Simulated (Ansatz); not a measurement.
**Y on W(110): change of the work function**

How does Y on the hollow site change the work function of W(110) as the layer fills?

Program: Ansatz 0.2.0. Level of theory: plane-wave DFT, PBE, Ansatz PAW. Results are calculated unless marked as measured.

## (1) The structure

The cell holds 4 atoms: 4 W. Cell: a = 2.737 Å, b = 2.737 Å, c = 24.703 Å, α = 90.0°, β = 90.0°, γ = 70.5°. Vacuum lies along c.

As a file:

```cif
data_structure
_symmetry_space_group_name_H-M 'P 1'
_symmetry_Int_Tables_number 1
_cell_length_a 2.7366
_cell_length_b 2.7366
_cell_length_c 24.7034
_cell_angle_alpha 90.000
_cell_angle_beta 90.000
_cell_angle_gamma 70.529
_cell_volume 174.43
loop_
_atom_site_label
_atom_site_type_symbol
_atom_site_fract_x
_atom_site_fract_y
_atom_site_fract_z
_atom_site_occupancy
W1 W 0.00000 0.00000 0.36432 1
W2 W 0.50000 0.50000 0.45477 1
W3 W 0.00000 0.00000 0.54523 1
W4 W 0.50000 0.50000 0.63568 1
```

## (2) The clean slab

The bare slab comes first, as the zero from which every change is counted. The two lowest layers are held at bulk places and the upper ones relax. The dipole correction removes the false field that a one-sided slab makes across the periodic vacuum, so each face gets a flat vacuum level of its own.

Input file input.yaml:

```yaml
crystal:
  lattice:
    - [2.2344574285, -1.58, 0.0]
    - [2.2344574285, 1.58, 0.0]
    - [0.0, 0.0, 24.7033722856]
  atoms:
    - { symbol: W, position: [0.0, 0.0, 0.3643227287] }
    - { symbol: W, position: [0.5, 0.5, 0.4547742429] }
    - { symbol: W, position: [0.0, 0.0, 0.5452257571] }
    - { symbol: W, position: [0.5, 0.5, 0.6356772713] }
kpoints:
  mp_grid: { grid: [12, 12, 1] }
hamiltonian:
  xc: pbe
scf:
  occupations: { method: fermi_dirac, width: 0.1 }
  convergence: { dr2_threshold: 1.0e-08 }
efield:
  axis: 3
  dipole_correction: true
  ramp_position: 0.97
  ramp_width: 0.06
relax:
  f_tol: 0.02
  max_steps: 60
  constraints: [{ sites: [0, 1] }]
output:
  write_potential: true
  write_density: true
  volumetric_format: npy
```

Started as:

```sh
> ansatz run input.yaml --threads 4 --pin off --max-ram 6144MiB --backend cpu --events-out ev --progress --plain --runs-dir out
```

Numbers of over 12 decimals in the logs are rounded to 6 here.

Log:

```text
Engine: ansatz 0.2.0, aarch64-unknown-linux-gnu
Pseudopotentials: kind: paw
Pseudopotential: W, paw, valence charge 14, recommended cutoff 420 eV (normal), W.paw.azcp
Functional definition: PBE
  parameter kappa = 0.804
  parameter beta = 0.066725
  exchange = pbe_x(kappa = kappa, mu = beta*pi^2/3)
  correlation = pbe_c(beta = beta)
Crystal: 4 atoms, lattice volume = 174.428 Å³
Basis set: ecut = 420 eV, 3461 PW (Γ), exchange–correlation on 40×40×360 points (8 copies of the dense FFT grid, shifted against one another)
Bands: 34, of which v1, the nominal top of the filled ones, is band 28 counted from 1 (27 counted from 0)
Symmetry: 4 space group operations
k-points: 43 of 144
Non-local potential: W, projectors of the file, l = 0: 3, l = 1: 2, l = 2: 2, l = 3: 1
PAW form: soft (Blöchl's): semilocal exchange-correlation on the pseudo side does not see the compensation charge
PAW one-centre angular grid: W, 590 points (default); XC on 64 Gauss nodes
Initial density: superposition of atomic densities (neutral atoms: chi_scale 0, normalization atom), corrected by the library's trained network
Initial wavefunctions: pseudopotential atomic-orbital guess
Functional: x = pbe(κ = 0.804, μ = 0.219515), c = pbe(β = 0.066725)
SCF iter   1: F=—  HF=-41536.547941 eV  |F-HF|=—  |Δ(HF+E_count)|=         —  Δρ=9.69e-3  dr2=1.99e0  ethr=1.77e-3  p=0.000 e·Å  D=4.83e-14 V/Å  ΔV_dip=-0.00 eV  dr2_dipole=2.75e-7  V_vac-E_F(+/−)=5.06/5.06 eV  ⟨swp⟩=7.9  Hψ=15776  notcnv=0  defer=16
efield: sawtooth ramp at fractional position 0.9700 (set: `efield.ramp_position`, or a place that a band, a saddle search or an elastic batch's reference lends), width 0.0600; the density the first Hamiltonian is built on has a dipole p = 0.000 e·Å; the dipole correction subtracts the counter field D = 4.83e-14 V/Å, which shifts the + side's vacuum level by -0.00 eV against the − side's; the planar-averaged density in the ramp window peaks in size at 1.1e-5 e/Å³
automatic band count: the SCF goes on with 40 bands, as 34 were too few: the levels above may hold too much charge
preconditioner: auto → LDOS  [metal: Δε(μ)=0.044 eV  Ē_g=6.098 eV  σ=0.100 eV  W_gap=0.11  n_scr=16 (ndim 8)  ℏωp=13.8 eV  f_vac=0.562  D(μ)=3.18/eV (n_scr^D=14)  β→1.0]
SCF iter   2: F=—  HF=-41536.463454 eV  |F-HF|=—  |Δ(HF+E_count)|=   8.45e-2  Δρ=3.80e-3  dr2=1.53e-1  ethr=1.77e-3  p=-0.000 e·Å  D=-1.41e-5 V/Å  ΔV_dip=0.00 eV  dr2_dipole=9.40e-8  V_vac-E_F(+/−)=4.91/4.91 eV  ⟨swp⟩=2.0  Hψ=2409  notcnv=0  defer=46
SCF iter   3: F=—  HF=-41536.454051 eV  |F-HF|=—  |Δ(HF+E_count)|=   9.40e-3  Δρ=7.33e-4  dr2=4.77e-3  ethr=2.73e-4  p=-0.000 e·Å  D=-5.84e-6 V/Å  ΔV_dip=0.00 eV  dr2_dipole=2.39e-8  V_vac-E_F(+/−)=4.90/4.90 eV  ⟨swp⟩=1.9  Hψ=2195  notcnv=0  defer=48
SCF iter   4: F=—  HF=-41536.453645 eV  |F-HF|=—  |Δ(HF+E_count)|=   4.05e-4  Δρ=2.26e-4  dr2=2.83e-4  ethr=8.51e-6  p=-0.000 e·Å  D=-2.80e-6 V/Å  ΔV_dip=0.00 eV  dr2_dipole=3.72e-9  V_vac-E_F(+/−)=4.90/4.90 eV  ⟨swp⟩=2.2  Hψ=2210  notcnv=0  defer=48
SCF iter   5: F=—  HF=-41536.453613 eV  |F-HF|=—  |Δ(HF+E_count)|=   3.19e-5  Δρ=8.21e-5  dr2=9.88e-6  ethr=5.05e-7  p=-0.000 e·Å  D=-1.59e-6 V/Å  ΔV_dip=0.00 eV  dr2_dipole=4.22e-10  V_vac-E_F(+/−)=4.90/4.90 eV  ⟨swp⟩=2.8  Hψ=2489  notcnv=0  defer=48
SCF iter   6: F=—  HF=-41536.453677 eV  |F-HF|=—  |Δ(HF+E_count)|=   6.37e-5  Δρ=1.85e-5  dr2=1.78e-6  ethr=1.76e-8  p=-0.000 e·Å  D=-3.90e-7 V/Å  ΔV_dip=0.00 eV  dr2_dipole=1.89e-13  V_vac-E_F(+/−)=4.90/4.90 eV  ⟨swp⟩=3.0  Hψ=2817  notcnv=0  defer=46
SCF iter   7: F=—  HF=-41536.453677 eV  |F-HF|=—  |Δ(HF+E_count)|=   1.78e-7  Δρ=5.89e-6  dr2=9.96e-8  ethr=3.18e-9  p=-0.000 e·Å  D=-1.01e-7 V/Å  ΔV_dip=0.00 eV  dr2_dipole=4.45e-13  V_vac-E_F(+/−)=4.90/4.90 eV  ⟨swp⟩=2.1  Hψ=2209  notcnv=0  defer=46
SCF iter   8: F=—  HF=-41536.453677 eV  |F-HF|=—  |Δ(HF+E_count)|=   1.72e-7  Δρ=2.08e-6  dr2=1.13e-8  ethr=1.79e-11  p=-0.000 e·Å  D=-4.92e-8 V/Å  ΔV_dip=0.00 eV  dr2_dipole=1.60e-13  V_vac-E_F(+/−)=4.90/4.90 eV  ⟨swp⟩=12.3  Hψ=12544  notcnv=0
SCF iter   9: F=-41536.453677 eV  HF=-41536.453677 eV  |F-HF|=3.00e-9  |Δ(HF+E_count)|=   2.46e-9  Δρ=6.34e-7  dr2=1.01e-9  ethr=1.79e-11  p=-0.000 e·Å  D=-1.29e-8 V/Å  ΔV_dip=0.00 eV  dr2_dipole=2.00e-15  V_vac-E_F(+/−)=4.90/4.90 eV  ⟨swp⟩=10.8  Hψ=10717  notcnv=0
SCF 1 converged in 9 iterations: F = -41536.453677 eV  dr2 = 1.01e-9
  greatest PAW one-centre occupation: 1.000 electrons in one spin orbital (limit 2), on the W atom at site 0 (counted from 0), in its partial waves of l = 0
relax step   1: F+E_penalty+E_count = -41536.45367728 eV  Δ(F+E_penalty+E_count) = +0.000e0 eV  max|allowed force component| = 6.535e-1 eV/Å  Δτ_max = 0.0000 Å  (9 SCF iters, accepted)
Bands: 40, of which v1, the nominal top of the filled ones, is band 28 counted from 1 (27 counted from 0)
Initial density: handed on by an earlier stage of this run
Initial wavefunctions: those handed on with the density
iter 1 solved again at ethr=9.58e-4 eV; its pass at ethr=3.10e-3 eV (dr2=5.36e-1 eV) is discarded
SCF iter   1: F=—  HF=-41536.451066 eV  |F-HF|=—  |Δ(HF+E_count)|=         —  Δρ=7.55e-3  dr2=5.51e-1  ethr=9.58e-4  p=-0.000 e·Å  D=-4.95e-7 V/Å  ΔV_dip=0.00 eV  dr2_dipole=8.25e-2  V_vac-E_F(+/−)=4.92/4.92 eV  ⟨swp⟩=1.6  Hψ=6453  notcnv=0  defer=49
efield: sawtooth ramp at fractional position 0.9700 (set: `efield.ramp_position`, or a place that a band, a saddle search or an elastic batch's reference lends), width 0.0600; the density the first Hamiltonian is built on has a dipole p = -0.000 e·Å; the dipole correction subtracts the counter field D = -4.95e-7 V/Å, which shifts the + side's vacuum level by +0.00 eV against the − side's; the planar-averaged density in the ramp window peaks in size at 4.2e-6 e/Å³
preconditioner: auto → LDOS  [metal: Δε(μ)=0.008 eV  Ē_g=6.108 eV  σ=0.100 eV  W_gap=0.02  n_scr=16 (ndim 8)  ℏωp=13.8 eV  f_vac=0.561  D(μ)=3.03/eV (n_scr^D=12)  β→1.0]
SCF iter   2: F=—  HF=-41536.439070 eV  |F-HF|=—  |Δ(HF+E_count)|=   1.20e-2  Δρ=5.12e-3  dr2=1.98e-1  ethr=9.58e-4  p=0.007 e·Å  D=7.37e-3 V/Å  ΔV_dip=-0.18 eV  dr2_dipole=2.51e-3  V_vac-E_F(+/−)=4.72/4.90 eV  ⟨swp⟩=2.7  Hψ=2768  notcnv=0  defer=49
SCF iter   3: F=—  HF=-41536.411545 eV  |F-HF|=—  |Δ(HF+E_count)|=   2.75e-2  Δρ=1.14e-3  dr2=8.39e-3  ethr=3.53e-4  p=0.005 e·Å  D=5.11e-3 V/Å  ΔV_dip=-0.13 eV  dr2_dipole=6.86e-5  V_vac-E_F(+/−)=4.79/4.91 eV  ⟨swp⟩=2.4  Hψ=2949  notcnv=0  defer=49
[...]
SCF iter   4: F=—  HF=-41536.466251 eV  |F-HF|=—  |Δ(HF+E_count)|=   1.02e-3  Δρ=1.79e-4  dr2=1.18e-4  ethr=9.14e-6  p=0.004 e·Å  D=3.68e-3 V/Å  ΔV_dip=-0.09 eV  dr2_dipole=5.75e-7  V_vac-E_F(+/−)=4.81/4.90 eV  ⟨swp⟩=2.5  Hψ=2483  notcnv=0  defer=49
SCF iter   5: F=—  HF=-41536.466259 eV  |F-HF|=—  |Δ(HF+E_count)|=   8.38e-6  Δρ=5.43e-5  dr2=8.97e-6  ethr=2.11e-7  p=0.003 e·Å  D=3.19e-3 V/Å  ΔV_dip=-0.08 eV  dr2_dipole=8.65e-7  V_vac-E_F(+/−)=4.82/4.90 eV  ⟨swp⟩=2.2  Hψ=2723  notcnv=0  defer=49
SCF iter   6: F=—  HF=-41536.466316 eV  |F-HF|=—  |Δ(HF+E_count)|=   5.67e-5  Δρ=1.68e-5  dr2=2.41e-6  ethr=1.60e-8  p=0.003 e·Å  D=2.93e-3 V/Å  ΔV_dip=-0.07 eV  dr2_dipole=2.51e-8  V_vac-E_F(+/−)=4.83/4.90 eV  ⟨swp⟩=2.8  Hψ=3011  notcnv=0  defer=49
SCF iter   7: F=—  HF=-41536.466316 eV  |F-HF|=—  |Δ(HF+E_count)|=   9.86e-8  Δρ=6.68e-6  dr2=1.22e-7  ethr=4.30e-9  p=0.003 e·Å  D=2.81e-3 V/Å  ΔV_dip=-0.07 eV  dr2_dipole=1.62e-9  V_vac-E_F(+/−)=4.83/4.90 eV  ⟨swp⟩=2.0  Hψ=2145  notcnv=0  defer=49
SCF iter   8: F=—  HF=-41536.466316 eV  |F-HF|=—  |Δ(HF+E_count)|=   1.35e-7  Δρ=2.67e-6  dr2=2.97e-8  ethr=2.18e-10  p=0.003 e·Å  D=2.77e-3 V/Å  ΔV_dip=-0.07 eV  dr2_dipole=8.21e-10  V_vac-E_F(+/−)=4.83/4.90 eV  ⟨swp⟩=3.0  Hψ=3074  notcnv=0  defer=49
SCF iter   9: F=-41536.466316 eV  HF=-41536.466316 eV  |F-HF|=3.78e-9  |Δ(HF+E_count)|=   1.99e-8  Δρ=7.34e-7  dr2=1.32e-9  ethr=1.79e-11  p=0.003 e·Å  D=2.76e-3 V/Å  ΔV_dip=-0.07 eV  dr2_dipole=4.87e-13  V_vac-E_F(+/−)=4.83/4.90 eV  ⟨swp⟩=11.2  Hψ=11212  notcnv=0
SCF 3 converged in 9 iterations: F = -41536.466316 eV  dr2 = 1.32e-9
relax step   3: F+E_penalty+E_count = -41536.46631625 eV  Δ(F+E_penalty+E_count) = -1.264e-2 eV  max|allowed force component| = 9.000e-2 eV/Å  Δτ_max = 0.0345 Å  (9 SCF iters, accepted)
SCF iter   1: F=—  HF=-41536.467007 eV  |F-HF|=—  |Δ(HF+E_count)|=         —  Δρ=7.95e-4  dr2=4.51e-3  ethr=1.73e-4  p=0.003 e·Å  D=2.76e-3 V/Å  ΔV_dip=-0.07 eV  dr2_dipole=5.29e-4  V_vac-E_F(+/−)=4.83/4.90 eV  ⟨swp⟩=2.1  Hψ=2956  notcnv=0  defer=49
efield: sawtooth ramp at fractional position 0.9700 (set: `efield.ramp_position`, or a place that a band, a saddle search or an elastic batch's reference lends), width 0.0600; the density the first Hamiltonian is built on has a dipole p = 0.003 e·Å; the dipole correction subtracts the counter field D = 2.76e-3 V/Å, which shifts the + side's vacuum level by -0.07 eV against the − side's; the planar-averaged density in the ramp window peaks in size at 2.5e-6 e/Å³
preconditioner: auto → LDOS  [metal: Δε(μ)=0.042 eV  Ē_g=6.069 eV  σ=0.100 eV  W_gap=0.10  n_scr=16 (ndim 8)  ℏωp=13.8 eV  f_vac=0.561  D(μ)=3.08/eV (n_scr^D=14)  β→1.0]
SCF iter   2: F=—  HF=-41536.466780 eV  |F-HF|=—  |Δ(HF+E_count)|=   2.28e-4  Δρ=3.58e-4  dr2=1.22e-3  ethr=8.05e-6  p=0.002 e·Å  D=2.05e-3 V/Å  ΔV_dip=-0.05 eV  dr2_dipole=4.65e-5  V_vac-E_F(+/−)=4.85/4.90 eV  ⟨swp⟩=2.0  Hψ=2582  notcnv=0  defer=49
SCF iter   3: F=—  HF=-41536.466694 eV  |F-HF|=—  |Δ(HF+E_count)|=   8.63e-5  Δρ=1.37e-4  dr2=1.44e-4  ethr=2.17e-6  p=0.002 e·Å  D=2.31e-3 V/Å  ΔV_dip=-0.06 eV  dr2_dipole=1.26e-5  V_vac-E_F(+/−)=4.84/4.90 eV  ⟨swp⟩=2.0  Hψ=2277  notcnv=0  defer=49
SCF iter   4: F=—  HF=-41536.466671 eV  |F-HF|=—  |Δ(HF+E_count)|=   2.26e-5  Δρ=3.26e-5  dr2=6.82e-6  ethr=2.57e-7  p=0.002 e·Å  D=2.20e-3 V/Å  ΔV_dip=-0.05 eV  dr2_dipole=8.21e-7  V_vac-E_F(+/−)=4.84/4.90 eV  ⟨swp⟩=3.4  Hψ=3097  notcnv=0  defer=49
SCF iter   5: F=—  HF=-41536.466723 eV  |F-HF|=—  |Δ(HF+E_count)|=   5.19e-5  Δρ=1.10e-5  dr2=2.53e-7  ethr=1.22e-8  p=0.002 e·Å  D=2.19e-3 V/Å  ΔV_dip=-0.05 eV  dr2_dipole=5.45e-9  V_vac-E_F(+/−)=4.84/4.90 eV  ⟨swp⟩=2.5  Hψ=2375  notcnv=0  defer=49
SCF iter   6: F=—  HF=-41536.466723 eV  |F-HF|=—  |Δ(HF+E_count)|=   2.64e-7  Δρ=4.53e-6  dr2=3.51e-8  ethr=4.52e-10  p=0.002 e·Å  D=2.20e-3 V/Å  ΔV_dip=-0.05 eV  dr2_dipole=1.76e-10  V_vac-E_F(+/−)=4.84/4.90 eV  ⟨swp⟩=2.8  Hψ=3016  notcnv=0  defer=49
SCF iter   7: F=-41536.466723 eV  HF=-41536.466723 eV  |F-HF|=5.62e-9  |Δ(HF+E_count)|=   7.87e-8  Δρ=1.73e-6  dr2=9.37e-9  ethr=1.79e-11  p=0.002 e·Å  D=2.20e-3 V/Å  ΔV_dip=-0.05 eV  dr2_dipole=1.47e-12  V_vac-E_F(+/−)=4.84/4.90 eV  ⟨swp⟩=11.5  Hψ=11417  notcnv=0
SCF 4 converged in 7 iterations: F = -41536.466723 eV  dr2 = 9.37e-9
relax step   4: F+E_penalty+E_count = -41536.46672319 eV  Δ(F+E_penalty+E_count) = -4.069e-4 eV  max|allowed force component| = 1.129e-2 eV/Å  Δτ_max = 0.0139 Å  (7 SCF iters, accepted)
NSCF: frozen V_eff on 43 k-points
the band table was solved once a step of the walk had ended and its energy, with any forces and stress, was formed, with the checks that follow a solve (9077 applications of the Hamiltonian). They found nothing against the state; the energy, forces and stress were not computed again (output.eigenvalues in the input reference)
WARN: The output density's exchange-correlation potential varies sharply where the density is thin. Do not read a vacuum level from v_tot or v_xc, or from such a field of the output density. On a cell that repeats whose density bears no net charge and no dipole along the vacuum's axis use v_es (v_loc + v_h of the components); under efield.dipole_correction with no amplitude use v_es + v_field, which holds any externa [...]
SCF converged after 7 iterations
Free energy (F): -41536.466723 eV
Harris-Foulkes:  -41536.466723 eV  (|F-HF|=5.62e-9)
Internal energy: -41536.366955 eV  (E = F + TS)
E sigma→0 (E₀):  -41536.416839 eV
Entropy (-TS):   -0.099768 eV (-24.942 meV/atom)
Fermi energy:    5.203880 eV
Dipole field:    D = 0.002197 V/Å  (p = 0.002118 e·Å, saw-weighted, corrected)
Work function:   Φ+ = 4.8447 eV   Φ− = 4.8989 eV
Levels:          The Fermi level and band energies are counted from a zero that moves with the ramp; work functions are not
--- Per-component energies (eV) ---
  E_band       = -1291.057252
  E_kinetic    = 1792.505389
  E_local      = -71121.557986  (includes V_loc(G=0)·N_el)
  E_nonlocal   = 4.576205
  E_hartree    = 34741.224857
  E_xc         = -1063.352008
  E_vxc        = -949.335307  (∫ρ·V_xc dr)
  E_paw        = -34249.938996  (= ΣΔE_a)
  E_vpaw       = -499.704010  (= ΣTr[D̂ρ^β])
  E_aug_tail   = -0.000235  (compensation charges beyond the density's cutoff)
  E_efield     = 0.000002  (sawtooth field / dipole correction)
  E_vefield    = -0.001025  (∫n·V_field dr)
  E_ewald      = 28360.175817
  E_smearing   = -0.099768  (= −TS)
  E_closure    = 0.000000  (closes the sum)
  Σ components = -41536.466723   (vs F -41536.466723, Δ=0.00e0)
--- Forces (eV/Å), atoms counted from 1 ---
  atom   1  W      0.00000000     0.00000000     0.36117719
  atom   2  W      0.00000000    -0.00000000    -0.34159745
  atom   3  W      0.00000000    -0.00000000    -0.00830039
  atom   4  W      0.00000000    -0.00000000    -0.01129452
  max |Σ_I F_I| component: 1.52e-5 eV/Å
--- Band table (eV; the first three rows and the last of 43) ---
  k-point 0: bands = [... 24 lower, 3.7540, 3.7892, 3.9762, 4.5401, 4.8127, 5.7605, 6.0199, 6.9297, ... 8 higher]
  k-point 1: bands = [... 24 lower, 3.5720, 3.7614, 4.1231, 4.4811, 4.8136, 5.3411, 6.2452, 6.7515, ... 8 higher]
  k-point 2: bands = [... 24 lower, 3.3977, 3.5331, 3.9616, 4.3822, 4.9156, 5.2947, 6.6226, 6.6532, ... 8 higher]
  k-point 42: bands = [... 24 lower, 3.7933, 5.7375, 5.8442, 6.2645, 6.3571, 6.8712, 7.2505, 8.8378, ... 8 higher]
--- Relaxed structure (4 steps of the walk, 3 accepted, 0 SCFs on fresh bases) ---
  F+E_penalty+E_count = -41536.46672319 eV   max|allowed force component| = 1.129e-2 eV/Å
  atoms:
    - { symbol: W, position: [0.0, 0.0, 0.3643227287] }
    - { symbol: W, position: [0.5, 0.5, 0.4547742429] }
    - { symbol: W, position: [-6.653932873616286e-19, 6.653932873616286e-19, 0.546759] }
    - { symbol: W, position: [0.5, 0.5, 0.635499] }
```

Run time: 24 s. Hardware: 4 threads of Arm Neoverse V2, shared host; peak memory 0.58 GiB.

The steps of the relaxation:

| step | energy less that of the first step (eV) | largest force component (eV/Å) |
| --- | --- | --- |
| 1 | 0.0000 | 0.6535 |
| 2 | 0.0440 | 1.3654 |
| 3 | -0.0126 | 0.0900 |
| 4 | -0.0130 | 0.0113 |

Relaxation step 2 was tried and not accepted.

Forces are held to the 4 operations that the run works with; a distortion that breaks them can't arise in this run.

The atoms that moved most (Å):

| atom | dx | dy | dz | length |
| --- | --- | --- | --- | --- |
| W3 | 0.000 | 0.000 | 0.038 | 0.038 |

The relaxed structure:

```xyz
4
Lattice="2.2345 -1.5800 0.0000 2.2345 1.5800 0.0000 0.0000 0.0000 24.7034" Properties=species:S:1:pos:R:3
W     0.0000    0.0000    9.0000
W     2.2345    0.0000   11.2345
W     0.0000    0.0000   13.5068
W     2.2345    0.0000   15.6990
```

This step gave:

* energy at zero smearing: -41536.4168 eV
* work function, upper face: 4.845 eV
* work function, lower face: 4.899 eV
* dipole along the normal: 0.002118 e·Å
* step between the vacuum levels: -0.05427 eV

Running mean over 2.234 Å of the planar mean; the ramp of the sawtooth is left out. Electron's electrostatic potential energy less the Fermi level against z:

| z (Å) | electron's electrostatic potential energy less the Fermi level (eV) |
| --- | --- |
| 3.5 | 4.90 |
| 4.0 | 4.90 |
| 4.5 | 4.90 |
| 5.0 | 4.89 |
| 5.5 | 4.86 |
| 6.0 | 4.75 |
| 6.5 | 4.41 |
| 7.0 | 3.30 |
| 7.5 | -0.135 |
| 8.0 | -5.75 |
| 8.5 | -10.5 |
| 9.0 | -12.2 |
| 9.5 | -12.5 |
| 10.0 | -12.6 |
| 10.5 | -12.7 |
| 11.0 | -12.7 |
| 11.5 | -12.7 |
| 12.0 | -12.5 |
| 12.5 | -12.4 |
| 13.0 | -12.6 |
| 13.5 | -12.8 |
| 14.0 | -13.0 |
| 14.5 | -13.1 |
| 15.0 | -12.9 |
| 15.5 | -12.5 |
| 16.0 | -11.5 |
| 16.5 | -7.95 |
| 17.0 | -2.27 |
| 17.5 | 2.24 |
| 18.0 | 4.06 |
| 18.5 | 4.61 |
| 19.0 | 4.78 |
| 19.5 | 4.82 |
| 20.0 | 4.84 |
| 20.5 | 4.84 |
| 21.0 | 4.84 |
| 21.5 | 4.84 |

The relaxation took 4 steps and lowered the energy by 0.013 eV; the largest force on the free atoms ends at 0.011 eV/Å.

The work function of the upper face is 4.84 eV.

(Part 1 of 4 ends here.)

[Logs are printed without paths, hosts, clocks, repeated set-up lines and the standing remarks that a program may print on its own settings, such as how far it seeks lower states.]

[Hosts, paths, dates, database ids (printed as entryN), source tags and the programs' standing remarks are cut or masked in the printed files.]

[Maps of the electrostatic potential energy from Ansatz leave out the sawtooth potential of an applied field or a dipole correction, so their vacuum need not be flat; planar profiles and work functions include it.]
